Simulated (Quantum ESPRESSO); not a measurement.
# Li: valence-band photoemission, part 10 of 10

Wanted: projected DOS of Li, weighted into photoemission and X-ray emission spectra, at several levels of theory.

Quantum ESPRESSO 7.5; DFT, PBE, plane waves, ultrasoft GBRV pseudopotentials, scalar-relativistic (the session's first sound run).

So far. Step 10 (Other settings: self-consistent run: ecutrho = 480.0 …): Against step 2 (now other density grid and other solver), the free energy stays within 0.05 meV an atom and the pressure goes from -0.806 GPa to -0.777 GPa. Step 13 (Other settings: self-consistent run): Against step 2 (now other density grid and other mixing), the free energy stays within 0.05 meV an atom.

## 14. Other settings: levels for the DOS

Level of this step: DFT, PBE, plane waves, ultrasoft GBRV pseudopotentials, scalar-relativistic; changed: ecutrho = 240.0, mixing_beta = 0.2, mixing_mode = "local-TF" (Quantum ESPRESSO).

The levels for the density of states are solved on the fixed potential, without another SCF cycle.

Input file nscf.in:

```
&control
  calculation = 'nscf'
  prefix = 'pes'
  outdir = './tmp'
  pseudo_dir = './pp'
  verbosity = 'high'
/
&system
  ibrav = 0
  nat = 1
  ntyp = 1
  ecutwfc = 40.0
  ecutrho = 240.0
  occupations = 'smearing'
  nbnd = 10
  smearing = 'fd'
  degauss = 0.00367
/
&electrons
  conv_thr = 6e-09
  mixing_beta = 0.2
  electron_maxstep = 120
  mixing_mode = 'local-TF'
  diago_full_acc = .true.
  mixing_ndim = 12
/
ATOMIC_SPECIES
Li 6.9400 li_pbe_v1.4.uspp.F.UPF
CELL_PARAMETERS angstrom
 -1.754650000 1.754650000 1.754650000
 1.754650000 -1.754650000 1.754650000
 1.754650000 1.754650000 -1.754650000
ATOMIC_POSITIONS crystal
Li 0.000000000 0.000000000 0.000000000
K_POINTS automatic
24 24 24 0 0 0
```

The run is started by

```console
$ OMP_NUM_THREADS=1 mpirun -n 4 pw.x -nk 4 -in nscf.in > nscf.out
```

Output:

```text
[banner, memory and clock lines left out]
Program PWSCF v.7.5 starts

          URL

     Atomic positions and unit cell read from directory:
     ./tmp/pes.save/

     Message from routine setup:
     using ibrav=0 with symmetry is DISCOURAGED, use correct ibrav instead

     G-vector sticks info

     bravais-lattice index     =            0
     lattice parameter (alat)  =       5.7431  a.u.
     unit-cell volume          =     145.8237 (a.u.)^3
     number of atoms/cell      =            1
     number of atomic types    =            1
     number of electrons       =         3.00
     number of Kohn-Sham states=           10
     kinetic-energy cutoff     =      40.0000  Ry
     charge density cutoff     =     240.0000  Ry
     Exchange-correlation=  SLA  PW   PBX  PBC
                           (   1   4   3   4   0   0   0)

     celldm(1)=   5.743148  celldm(2)=   0.000000  celldm(3)=   0.000000
     celldm(4)=   0.000000  celldm(5)=   0.000000  celldm(6)=   0.000000

     crystal axes: (cart. coord. in units of alat)
               a(1) = (  -0.577350   0.577350   0.577350 )
               a(2) = (   0.577350  -0.577350   0.577350 )
               a(3) = (   0.577350   0.577350  -0.577350 )

     reciprocal axes: (cart. coord. in units 2 pi/alat)
               b(1) = ( -0.000000  0.866025  0.866025 )
               b(2) = (  0.866025 -0.000000  0.866025 )
               b(3) = (  0.866025  0.866025  0.000000 )

     PseudoPot. # 1 for Li read from file:
     ./pp/li_pbe_v1.4.uspp.F.UPF
     Pseudo is Ultrasoft, Zval =  3.0
     Generated by new atomic code, or converted to UPF format
     Using radial grid of  751 points,  5 beta functions with:
                l(1) =   0
                l(2) =   0
                l(3) =   0
                l(4) =   1
                l(5) =   1
     Q(r) pseudized with 10 coefficients,  rinner =    1.150   1.150   1.150

     atomic species   valence    mass     pseudopotential
     Li                3.00     6.94000     Li( 1.00)

     48 Sym. Ops., with inversion, found

                                    s                        frac. trans.

      isym =  1     identity

 cryst.   s( 1) = (     1          0          0      )
                  (     0          1          0      )
                  (     0          0          1      )

 cart.    s( 1) = (  1.0000000  0.0000000  0.0000000 )
                  (  0.0000000  1.0000000 -0.0000000 )
                  ( -0.0000000 -0.0000000  1.0000000 )

      isym =  2     180 deg rotation - cart. axis [0,0,1]

 cryst.   s( 2) = (     0          1          0      )
                  (     1          0          0      )
                  (    -1         -1         -1      )

 cart.    s( 2) = ( -1.0000000 -0.0000000  0.0000000 )
                  ( -0.0000000 -1.0000000 -0.0000000 )
                  (  0.0000000  0.0000000  1.0000000 )

      isym =  3     180 deg rotation - cart. axis [0,1,0]

 cryst.   s( 3) = (     0          0          1      )
                  (    -1         -1         -1      )
                  (     1          0          0      )

 cart.    s( 3) = ( -1.0000000  0.0000000 -0.0000000 )
                  ( -0.0000000  1.0000000  0.0000000 )
                  (  0.0000000 -0.0000000 -1.0000000 )

      isym =  4     180 deg rotation - cart. axis [1,0,0]

 cryst.   s( 4) = (    -1         -1         -1      )
                  (     0          0          1      )
                  (     0          1          0      )

 cart.    s( 4) = (  1.0000000 -0.0000000 -0.0000000 )
                  (  0.0000000 -1.0000000  0.0000000 )
                  ( -0.0000000  0.0000000 -1.0000000 )

      isym =  5     180 deg rotation - cart. axis [1,1,0]

 cryst.   s( 5) = (    -1          0          0      )
[...]
cart.    s( 5) = (  0.0000000  1.0000000 -0.0000000 )
[...]
isym =  6     180 deg rotation - cart. axis [1,-1,0]

 cryst.   s( 6) = (     0         -1          0      )
[...]
cart.    s( 6) = ( -0.0000000 -1.0000000 -0.0000000 )
[...]
isym =  7      90 deg rotation - cart. axis [0,0,-1]

 cryst.   s( 7) = (     1          1          1      )
[...]
cart.    s( 7) = ( -0.0000000  1.0000000  0.0000000 )
[...]
isym =  8      90 deg rotation - cart. axis [0,0,1]

 cryst.   s( 8) = (     0          0         -1      )
[...]
cart.    s( 8) = (  0.0000000 -1.0000000  0.0000000 )
[...]
isym =  9     180 deg rotation - cart. axis [1,0,1]

 cryst.   s( 9) = (    -1          0          0      )
[...]
cart.    s( 9) = (  0.0000000 -0.0000000  1.0000000 )
[...]
isym = 10     180 deg rotation - cart. axis [-1,0,1]

 cryst.   s(10) = (     0          0         -1      )
[...]
cart.    s(10) = (  0.0000000 -0.0000000 -1.0000000 )
[...]
isym = 11      90 deg rotation - cart. axis [0,1,0]

 cryst.   s(11) = (     1          1          1      )
[...]
cart.    s(11) = ( -0.0000000  0.0000000  1.0000000 )
[...]
isym = 12      90 deg rotation - cart. axis [0,-1,0]

 cryst.   s(12) = (     0         -1          0      )
[...]
cart.    s(12) = (  0.0000000  0.0000000 -1.0000000 )
[...]
isym = 13     180 deg rotation - cart. axis [0,1,1]

 cryst.   s(13) = (     1          1          1      )
[...]
cart.    s(13) = ( -1.0000000  0.0000000  0.0000000 )
[...]
isym = 14     180 deg rotation - cart. axis [0,1,-1]

 cryst.   s(14) = (    -1          0          0      )
[...]
cart.    s(14) = ( -1.0000000  0.0000000 -0.0000000 )
[...]
isym = 15      90 deg rotation - cart. axis [-1,0,0]

 cryst.   s(15) = (     0         -1          0      )
[...]
cart.    s(15) = (  1.0000000 -0.0000000  0.0000000 )
[...]
isym = 16      90 deg rotation - cart. axis [1,0,0]

 cryst.   s(16) = (     0          0         -1      )
[...]
cart.    s(16) = (  1.0000000  0.0000000 -0.0000000 )
[...]
isym = 17     120 deg rotation - cart. axis [-1,-1,-1]

 cryst.   s(17) = (     0          0          1      )
[...]
cart.    s(17) = ( -0.0000000  1.0000000  0.0000000 )
[...]
isym = 18     120 deg rotation - cart. axis [-1,1,1]

 cryst.   s(18) = (     1          0          0      )
[...]
Computing kpt #:    11  of   104 on this pool

     Computing kpt #:    12  of   104 on this pool

     Computing kpt #:    13  of   104 on this pool

     Computing kpt #:    14  of   104 on this pool

     Computing kpt #:    15  of   104 on this pool

     Computing kpt #:    16  of   104 on this pool

[...]
Computing kpt #:    97  of   104 on this pool

     Computing kpt #:    98  of   104 on this pool

     Computing kpt #:    99  of   104 on this pool

     Computing kpt #:   100  of   104 on this pool

     Computing kpt #:   101  of   104 on this pool

     Computing kpt #:   102  of   104 on this pool

     Computing kpt #:   103  of   104 on this pool

     Computing kpt #:   104  of   104 on this pool

     ethr =  2.00E-10,  avg # of iterations = 28.8

     End of band structure calculation

          k = 0.0000 0.0000 0.0000 (   627 PWs)   bands (ev):

   -45.8768  -2.7401  14.7002  14.7002  14.7002  19.3532  19.3532  19.3532
    20.2895  20.2895

     occupation numbers
     1.0000   1.0000   0.0000   0.0000   0.0000   0.0000   0.0000   0.0000
     0.0000   0.0000

          k = 0.0361 0.0361 0.0000 (   623 PWs)   bands (ev):

   -45.8766  -2.7079  14.4906  14.5324  14.6459  18.7351  18.8274  19.6035
    19.8157  19.8654

     occupation numbers
     1.0000   1.0000   0.0000   0.0000   0.0000   0.0000   0.0000   0.0000
     0.0000   0.0000

          k = 0.0722 0.0722 0.0000 (   621 PWs)   bands (ev):

   -45.8758  -2.6115  13.8486  14.1131  14.4861  17.8156  18.0201  19.4082
    20.0982  20.2700

     occupation numbers
     1.0000   1.0000   0.0000   0.0000   0.0000   0.0000   0.0000   0.0000
     0.0000   0.0000

          k = 0.1083 0.1083 0.0000 (   625 PWs)   bands (ev):

   -45.8746  -2.4507  12.8329  13.5825  14.2338  17.2379  17.2449  19.2006
    20.5383  21.2122

     occupation numbers
     1.0000   1.0000   0.0000   0.0000   0.0000   0.0000   0.0000   0.0000
     0.0000   0.0000

          k = 0.1443 0.1443 0.0000 (   625 PWs)   bands (ev):

   -45.8731  -2.2255  11.6122  13.0321  13.9159  16.5395  16.9301  19.1841
    21.1158  22.3385

     occupation numbers
     1.0000   1.0000   0.0000   0.0000   0.0000   0.0000   0.0000   0.0000
     0.0000   0.0000

          k = 0.1804 0.1804 0.0000 (   625 PWs)   bands (ev):

   -45.8713  -1.9361  10.3293  12.5083  13.5666  15.9127  16.7838  19.3340
    21.7971  23.6014

     occupation numbers
     1.0000   1.0000   0.0000   0.0000   0.0000   0.0000   0.0000   0.0000
     0.0000   0.0000

          k = 0.2165 0.2165 0.0000 (   623 PWs)   bands (ev):

   -45.8693  -1.5835
[... cut ...]
cupation numbers
     1.0000   0.0000   0.0000   0.0000   0.0000   0.0000   0.0000   0.0000
     0.0000   0.0000

          k = 0.5774 0.2887 0.2887 (   610 PWs)   bands (ev):

   -45.8600   3.0048   3.0048   6.4873  10.8724  19.1299  19.1299  19.4670
    25.4319  25.4319

     occupation numbers
     1.0000   0.0000   0.0000   0.0000   0.0000   0.0000   0.0000   0.0000
     0.0000   0.0000

          k = 0.0722 0.0722 0.0722 (   624 PWs)   bands (ev):

   -45.8753  -2.5472  13.6096  13.9740  13.9740  17.6423  17.6423  20.0900
[...]
occupation numbers
[...]
k = 0.1083 0.1083 0.0722 (   628 PWs)   bands (ev):

[...]
occupation numbers
[...]
k = 0.1443 0.1443 0.0722 (   622 PWs)   bands (ev):

[...]
occupation numbers
[...]
k = 0.1804 0.1804 0.0722 (   624 PWs)   bands (ev):

[...]
occupation numbers
[...]
k = 0.2165 0.2165 0.0722 (   624 PWs)   bands (ev):

[...]
occupation numbers
[...]
k = 0.2526 0.2526 0.0722 (   622 PWs)   bands (ev):

[...]
occupation numbers
[...]
k = 0.2887 0.2887 0.0722 (   622 PWs)   bands (ev):

[...]
occupation numbers
[...]
k = 0.3248 0.3248 0.0722 (   626 PWs)   bands (ev):

[...]
occupation numbers
[...]
occupation numbers
[...]
k =-0.0000-0.0361 0.1083 (   623 PWs)   bands (ev):

[...]
k = 0.0000-0.0722 0.1443 (   629 PWs)   bands (ev):

[...]
k = 0.0361-0.0361 0.1443 (   629 PWs)   bands (ev):

[...]
k = 0.0000-0.1083 0.1804 (   627 PWs)   bands (ev):

[...]
k = 0.0361-0.0722 0.1804 (   627 PWs)   bands (ev):

[...]
k = 0.4330 0.2887 0.2165 (   618 PWs)   bands (ev):

[...]
k = 0.4691 0.3248 0.2165 (   618 PWs)   bands (ev):

[...]
k = 0.5052 0.3608 0.2165 (   616 PWs)   bands (ev):

[...]
k =-0.0000-0.1443 0.2165 (   625 PWs)   bands (ev):

[...]
k = 0.0361-0.1083 0.2165 (   625 PWs)   bands (ev):

[...]
k = 0.0722-0.0722 0.2165 (   625 PWs)   bands (ev):

[...]
k = 0.4330 0.2526 0.2526 (   621 PWs)   bands (ev):

[...]
k = 0.4691 0.2887 0.2526 (   618 PWs)   bands (ev):

[...]
k = 0.5052 0.3248 0.2526 (   619 PWs)   bands (ev):

[...]
k = 0.0000-0.1804 0.2526 (   625 PWs)   bands (ev):

[...]
k = 0.0361-0.1443 0.2526 (   625 PWs)   bands (ev):

[...]
k = 0.0722-0.1083 0.2526 (   623 PWs)   bands (ev):

[...]
k = 0.5052 0.2887 0.2887 (   621 PWs)   bands (ev):

[...]
k = 0.5413 0.3248 0.2887 (   619 PWs)   bands (ev):

[...]
k = 0.0000-0.2165 0.2887 (   623 PWs)   bands (ev):

[...]
k = 0.0361-0.1804 0.2887 (   620 PWs)   bands (ev):

[...]
k = 0.0722-0.1443 0.2887 (   622 PWs)   bands (ev):

[...]
k = 0.1083-0.1083 0.2887 (   620 PWs)   bands (ev):

[...]
k =-0.0000-0.2526 0.3248 (   625 PWs)   bands (ev):

[...]
k = 0.0361-0.2165 0.3248 (   624 PWs)   bands (ev):

[...]
k = 0.0722-0.1804 0.3248 (   624 PWs)   bands (ev):

[...]
occupation numbers
[...]
k = 0.1083-0.1443 0.3248 (   621 PWs)   bands (ev):

[...]
occupation numbers
[...]
k =-0.0000-0.2887 0.3608 (   627 PWs)   bands (ev):

[...]
occupation numbers
[...]
k = 0.0361-0.2526 0.3608 (   626 PWs)   bands (ev):

[...]
occupation numbers
     1.0000   1.0000   0.0000   0.0000   0.0000   0.0000   0.0000   0.0000
[...]
k = 0.0722-0.2165 0.3608 (   620 PWs)   bands (ev):

   -45.8647  -0.4969   6.7963   9.9614  12.3106  15.8379  16.6614  20.3083
    24.3587  25.2726

     occupation numbers
     1.0000   1.0000   0.0000   0.0000   0.0000   0.0000   0.0000   0.0000
     0.0000   0.0000

          k = 0.1083-0.1804 0.3608 (   624 PWs)   bands (ev):

   -45.8649  -0.5838   7.3582   9.3544  12.3593  15.8873  17.1365  20.4173
    23.9021  24.8553

     occupation numbers
     1.0000   1.0000   0.0000   0.0000   0.0000   0.0000   0.0000   0.0000
     0.0000   0.0000

          k = 0.1443-0.1443 0.3608 (   624 PWs)   bands (ev):

   -45.8650  -0.6128   7.6665   9.0217  12.3864  15.8636  17.3383  20.5775
    23.5059  24.8125

     occupation numbers
     1.0000   1.0000   0.0000   0.0000   0.0000   0.0000   0.0000   0.0000
     0.0000   0.0000

          k = 0.0000-0.3248 0.3969 (   624 PWs)   bands (ev):

   -45.8627   0.3780   4.7754  10.5670  12.2141  14.3531  16.8525  21.4366
    23.9845  27.0203

     occupation numbers
     1.0000   0.9
```

The job ended after 8.1 s (4 MPI ranks of Intel Xeon 6975P-C (Granite Rapids), shared host; 31 s of CPU time).

This step gave:

```
Fermi energy : 0.7537 eV
```

## 15. Summary of results

- least gap on the mesh and the path: under 0.05 eV or none
- strongest listed peak within 13 eV of the zero, at 1486.7 eV: 2.5 eV binding, mostly Li 2s
- strongest listed peak within 13 eV of the zero, at 21.2 eV: 1.7 eV binding, mostly Li 2s
- PBE: no clear gap, highest Al Kα peak within 13 eV at 2.5 eV (Li 2s)
- LDA: no clear gap, highest Al Kα peak within 13 eV at 2.6 eV (Li 2s)
- other settings: no clear gap, highest Al Kα peak within 13 eV at 2.7 eV (Li 2s)

Li is without a gap at the base level, and its valence spectrum changes with photon energy as the shells' cross sections do. At 21.2 eV the area is led by Li 2s (73 %), at 5414.7 eV by Li 2s (100 %). Kohn–Sham levels aren't quasiparticle energies, so peak positions are approximate. Each run has its own recipe for the spectra (widths, photon energies, in some runs the light), so peak heights and places can differ between runs for that reason too. Runs of this task that aren't shown: a run on the same cell and settings as one shown (Quantum ESPRESSO).

[Logs are printed without paths, hosts, clocks, repeated set-up lines and the standing remarks that a program may print on its own settings, such as how far it seeks lower states.]

[Hosts, paths, dates, database ids (printed as entryN), source tags and the programs' standing remarks are cut or masked in the printed files.]

[Maps of the electrostatic potential energy from Ansatz leave out the sawtooth potential of an applied field or a dipole correction, so their vacuum need not be flat; work functions include it.]

[Peak lists hold at most the 14 tallest peaks of each spectrum; further lines can be left out.]
